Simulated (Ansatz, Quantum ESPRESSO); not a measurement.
# BaTiO3 (R3m): zone-centre phonons, part 2 of 2

Which modes does BaTiO3 (R3m) have at the zone centre?

Quantum ESPRESSO 7.5; DFT LDA, scalar-relativistic, plane waves, GBRV ultrasoft pseudopotentials.

So far, highest mode moved by the LO-TO term (cm⁻¹): step 9 (modes along a direction of q (1 0 0)) 698; step 10 (q direction 0×0×1) 690; step 11 (q direction 1×1×1) 695.

## Step 12: Cross-check with Ansatz

The same cell goes through another code, with its own cutoff. The potentials differ. Its k mesh is centred on Γ.

This step: DFT LDA, scalar-relativistic, plane waves, PseudoDojo norm-conserving pseudopotentials (Ansatz 0.2.0).

The input, input.yaml:

```yaml
crystal:
  lattice:
    - [2.7952664031, 1.6138478105, 2.2862861899]
    - [-2.7952664031, 1.6138478105, 2.2862861899]
    - [0.0, -3.2276956205, 2.2862861902]
  atoms:
    - { symbol: Ba, position: [-0.0005680346, -0.0005680346, -0.0005680346] }
    - { symbol: Ti, position: [0.4903486085, 0.4903486085, 0.4903486085] }
    - { symbol: O, position: [0.5082711227, 0.5082711227, 0.0128771807] }
    - { symbol: O, position: [0.0128771807, 0.5082711227, 0.5082711227] }
    - { symbol: O, position: [0.5082711227, 0.0128771807, 0.5082711227] }
kpoints:
  mp_grid: { grid: [9, 9, 9] }
hamiltonian:
  xc: lda
  pseudopotentials: { kind: nc, accuracy: standard }
scf:
  occupations: { method: fixed }
output:
  eigenvalues: true
phonons:
  method: dfpt
  dielectric: true
  rigid_motions: translations
```

The run is started by

```bash
$ ansatz run input.yaml --threads 16 --pin off --max-ram 32768MiB --backend cpu --events-out ev --progress --plain --runs-dir out
```

Run time: 5.5 min. Hardware: 16 threads of Arm Neoverse N1, shared host; peak memory 9.6 GiB.

Read from the output:

```
gap on the k-mesh                                : 2.195 eV
sum-rule residual before enforcement             : 5.81e-4 eV/Å²
miss of the charge sum rule                      : 0.002603 e
estimated error of the dielectric tensor         : 0.01774
estimated error of the Born charges              : 0.02420 e
highest optical zone-centre mode (no LO-TO term) : 505.4 cm⁻¹
lowest optical zone-centre mode                  : 149.5 cm⁻¹
mean high-frequency dielectric constant          : 6.186
largest Born charge in size (third of the trace) : 6.616 e
mean static dielectric constant                  : 96.90
highest mode moved by the LO-TO term             : 694.1 cm⁻¹
```

Transverse modes. Infrared lines, with heights relative to the strongest:

| position (cm⁻¹) | label | IR intensity ((D/Å)²/amu), degenerate modes summed, relative |
| --- | --- | --- |
| 150 | E | 100 |
| 172 | A1 | 8.3 |
| 180 | E | 7.3 |
| 216 | A1 | 36 |
| 280 | A2 | 0.0 |
| 293 | E | 0.0 |
| 479 | E | 8.7 |
| 505 | A1 | 5.4 |

## Step 13: The two compared: QE GBRV and Ansatz, PseudoDojo

Numbers from this step:

* root-mean-square difference: 7.8 cm⁻¹
* largest difference: 13.84 cm⁻¹

The 12 of 12 modes that differ most. Frequencies side by side:

| q (reciprocal lattice) | mode | QE GBRV (cm⁻¹) | Ansatz, PseudoDojo (cm⁻¹) |
| --- | --- | --- | --- |
| 0 0 0 | 4 | 163.3 | 149.5 |
| 0 0 0 | 5 | 163.3 | 149.5 |
| 0 0 0 | 6 | 181.8 | 172.4 |
| 0 0 0 | 7 | 184.4 | 179.5 |
| 0 0 0 | 8 | 184.4 | 179.5 |
| 0 0 0 | 9 | 221.9 | 215.8 |
| 0 0 0 | 10 | 286.8 | 280.3 |
| 0 0 0 | 11 | 299.4 | 293 |
| 0 0 0 | 12 | 299.4 | 293 |
| 0 0 0 | 13 | 482.6 | 478.7 |
| 0 0 0 | 14 | 482.6 | 478.7 |
| 0 0 0 | 15 | 509.9 | 505.4 |

The two runs side by side. Further quantities:

| quantity | QE GBRV | Ansatz, PseudoDojo |
| --- | --- | --- |
| mean ε∞ | 6.249 | 6.186 |
| largest Born charge in size (e; the first before, the second after the charge sum rule) | 6.637 | 6.616 |
| summed IR intensity ((D/Å)²/amu) | 226.8 | 224.9 |

At the zone centre the largest difference (acoustic modes at Γ apart) is 3 % of the highest mode, but 8 % of the mode at 163 cm⁻¹ on which it sits.

## Step 14: A second program

The same cell goes through another code, with its own cutoff. It uses its own PAW datasets, so the potentials differ. Its k mesh is centred on Γ.

This step: DFT LDA, scalar-relativistic, plane waves, PAW (Ansatz 0.2.0).

Edit input.yaml of step 12 so:

```diff
@@ -15,3 +15,2 @@
   xc: lda
-  pseudopotentials: { kind: nc, accuracy: standard }
 scf:
```

It took 2.1 min on 16 threads; peak memory 2.6 GiB; 27 min of CPU time.

Read from the output:

```
gap on the k-mesh                                : 2.175 eV
sum-rule residual before enforcement             : 5.97e-5 eV/Å²
miss of the charge sum rule                      : 0.002045 e
estimated error of the dielectric tensor         : 0.01925
estimated error of the Born charges              : 0.02333 e
highest optical zone-centre mode (no LO-TO term) : 504.4 cm⁻¹
lowest optical zone-centre mode                  : 142.6 cm⁻¹
mean high-frequency dielectric constant          : 6.242
largest Born charge in size (third of the trace) : 6.637 e
mean static dielectric constant                  : 106.7
highest mode moved by the LO-TO term             : 691.3 cm⁻¹
```

Transverse modes. Lines of the infrared spectrum (strongest = 100):

| position (cm⁻¹) | label | IR intensity ((D/Å)²/amu), degenerate modes summed, relative |
| --- | --- | --- |
| 143 | E | 100 |
| 173 | A1 | 8.3 |
| 178 | E | 2.3 |
| 212 | A1 | 34 |
| 280 | A2 | 0.0 |
| 293 | E | 0.0 |
| 478 | E | 8.0 |
| 504 | A1 | 5.0 |

## Step 15: The two compared: QE GBRV and Ansatz, PAW

Worked out from the results:

```yaml
root_mean_square_difference: 10.43 cm⁻¹
largest_difference: 20.75 cm⁻¹
```

The 12 of 12 modes that differ most. Frequencies side by side:

| q (reciprocal lattice) | mode | QE GBRV (cm⁻¹) | Ansatz, PAW (cm⁻¹) |
| --- | --- | --- | --- |
| 0 0 0 | 4 | 163.3 | 142.6 |
| 0 0 0 | 5 | 163.3 | 142.6 |
| 0 0 0 | 6 | 181.8 | 173 |
| 0 0 0 | 7 | 184.4 | 178.3 |
| 0 0 0 | 8 | 184.4 | 178.3 |
| 0 0 0 | 9 | 221.9 | 211.8 |
| 0 0 0 | 10 | 286.8 | 280.6 |
| 0 0 0 | 11 | 299.4 | 293.4 |
| 0 0 0 | 12 | 299.4 | 293.4 |
| 0 0 0 | 13 | 482.6 | 477.7 |
| 0 0 0 | 14 | 482.6 | 477.7 |
| 0 0 0 | 15 | 509.9 | 504.4 |

The two runs side by side. Further quantities:

| quantity | QE GBRV | Ansatz, PAW |
| --- | --- | --- |
| mean ε∞ | 6.249 | 6.242 |
| largest Born charge in size (e; the first before, the second after the charge sum rule) | 6.637 | 6.637 |
| summed IR intensity ((D/Å)²/amu) | 226.8 | 226.4 |

At the zone centre the largest difference (acoustic modes at Γ apart) is 4 % of the highest mode, but 13 % of the mode at 163 cm⁻¹ on which it sits.

## Step 16: Outcome

| Property | Result |
| --- | --- |
| volume per atom | 12.4 Å³ |
| gap on the k-mesh | 2.16 eV |
| highest optical zone-centre mode (no LO-TO term) | 509.9 cm⁻¹ |
| lowest optical zone-centre mode | 163.3 cm⁻¹ |
| highest mode moved by the LO-TO term | 697.6 cm⁻¹ |
| mean high-frequency dielectric constant | 6.25 |
| largest Born charge in size (third of the trace) | 6.64 e |
| mean static dielectric constant | 84.6 |
| imaginary optical modes at the zone centre (no q mesh in this session) | none |
| largest difference from Ansatz, PseudoDojo | 13.8 cm⁻¹ |

What this shows: At the LDA level the optical modes of BaTiO3 (R3m) at the zone centre (no LO-TO term) run from 163 to 510 cm⁻¹. Along the directions run, the highest mode that the macroscopic field moves lies at 698 cm⁻¹. Lattice motion raises the mean dielectric constant from 6.249 to 84.61. Of the 12 optical modes, 11 are both infrared and Raman active and 1 is silent. QE GBRV and Ansatz, PseudoDojo differ by 7.8 cm⁻¹ in the root mean square and by 13.8 cm⁻¹ at most, 2.7 % of the highest mode compared (acoustic modes at Γ left out); the two use different potentials, and the cell was not relaxed for the second set. QE GBRV and Ansatz, PAW differ by 10.4 cm⁻¹ in the root mean square and by 20.8 cm⁻¹ at most, 4.1 % of the highest mode compared (acoustic modes at Γ left out); the two use different potentials, and the cell was not relaxed for the second set. These are harmonic frequencies at zero temperature: anharmonic shifts and linewidths and thermal expansion are left out. Spin-orbit coupling is left out, which can matter for the heavy elements here. The LDA runs differ in the fit of the correlation energy, Perdew-Zunger in some and Perdew-Wang in others.

[Host names and launcher messages were left out of these logs when they were recorded.]

[Logs are printed without paths, hosts, clocks, repeated set-up lines and the standing remarks that a program may print on its own settings, such as how far it seeks lower states.]

[Hosts, paths, dates, database ids (printed as entryN), source tags and the programs' standing remarks are cut or masked in the printed files.]
